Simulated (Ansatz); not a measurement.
# Mo(310) slab (26 atoms): surface energy

What is the surface energy of this cell, counted against the bulk crystal, and how far does it hang on functional and mesh?

Calculated with Ansatz 0.2.0: Kohn-Sham DFT, PBE, PAW (set soft_2), plane waves; cutoff 420 eV, fermi-dirac smearing of 0.1 eV. Cutoffs: 420 eV for PBE and PBEsol; 500 eV for r2SCAN.

**The cells**

The cell holds 26 atoms: 26 Mo. Cell: a = 6.320 Å, b = 5.240 Å, c = 26.991 Å, α = 90.0°, β = 90.0°, γ = 107.5°. It derives from Mo. The starting structure: Slab of Mo cut on (3 1 0), 12.0 Å thick, 2 x 1 surface cells, both faces free, 15 Å of vacuum; not relaxed. Lattice constants are starting values near those of PBE. Vacuum lies along c.

The bulk reference is Mo2 in a cell of 2 atoms, 15.777 Å³ an atom.

The input of the single point on the relaxed cell:

```yaml
crystal:
  lattice:
    - [6.32, 0.0, 0.0]
    - [-1.58, 4.9964, 0.0]
    - [0.0, 0.0, 26.99136]
  atoms:
    - { symbol: Mo, position: [0.29555, 0.18161, 0.28589] }
    - { symbol: Mo, position: [0.45288, 0.80975, 0.31463] }
    - { symbol: Mo, position: [0.1005, 0.4008, 0.35083] }
    - { symbol: Mo, position: [0.24928, 0.99724, 0.3897] }
    [... 20 atom lines left out ...]
    - { symbol: Mo, position: [0.94712, 0.79025, 0.68537] }
    - { symbol: Mo, position: [0.60445, 0.41839, 0.71411] }
kpoints:
  mp_grid: { grid: [6, 7, 1] }
hamiltonian:
  xc: pbe
scf:
  occupations: { method: fermi_dirac, width: 0.1 }
output:
  forces: true
  populations: true
  dos:
    method: { smearing: { sigma: 0.08 } }
    de: 0.1
    projected: { site_lists: { Mo: [Mo] } }
  eigenvalues: true
  write_density: true
  write_potential: true
  volumetric_format: npy
```

| cell | formula | k-mesh | relaxation steps | gain on relaxing (eV) | free energy, PBE (eV) | time of its runs on this page |
| --- | --- | --- | --- | --- | --- | --- |
| Mo(310) slab | Mo26 | 6×7×1 (relaxed on 4×5×1) | 5 | 1.15 | -128844.564 | 23 s |
| bulk Mo | Mo2 | 17×17×17 | - | - | -9912.065 | 5.7 s |

**Surface energy**

The excess is the cell's free energy less 13 times that of the bulk cell. It is divided by twice the area, as the cell holds two faces, so the value is their mean, and they need not be alike (31.58 Å²), with 1 eV/Å² = 16.022 J/m².

```
           level  k-mesh  excess (eV)  surface energy (J/m²)  per area (meV/Å²)
             PBE   6×7×1       12.283                  3.116              194.5
PBE, denser mesh   8×9×1       12.285                  3.117              194.5
          r2SCAN   6×7×1       13.195                  3.347              208.9
          PBEsol   6×7×1       13.578                  3.445              215.0
```

Worked for the first row at PBE: (-128844.564) − 13 × (-9912.065) = 12.283 eV (from unrounded energies).

Then 12.283 / (2 × 31.58) × 16.022 = 3.116 J/m².

**Findings**

At PBE the surface energy is 3.12 J/m². At the same geometries the levels give 3.12 (PBE) to 3.44 J/m² (PBEsol) and the denser mesh leaves it within 0.01 J/m². Relaxing the atoms lowered it by 0.291 J/m² from the start (on the 4×5×1 mesh of the relaxation), and the farthest atom moved 0.24 Å.

Limits: The cell edges were held, so the lattice is the typed one for every functional. Cell and bulk are sampled on unlike meshes, and the error grows with the number of atoms subtracted. These are free energies under a smearing of 0.1 eV, whose entropy term isn't removed. In some runs the program notes that the exchange-correlation potential is rough where the density is thin.

[Logs are printed without paths, hosts, clocks, repeated set-up lines and the standing remarks that a program may print on its own settings, such as how far it seeks lower states.]

[Hosts, paths, dates, database ids (printed as entryN), source tags and the programs' standing remarks are cut or masked in the printed files.]
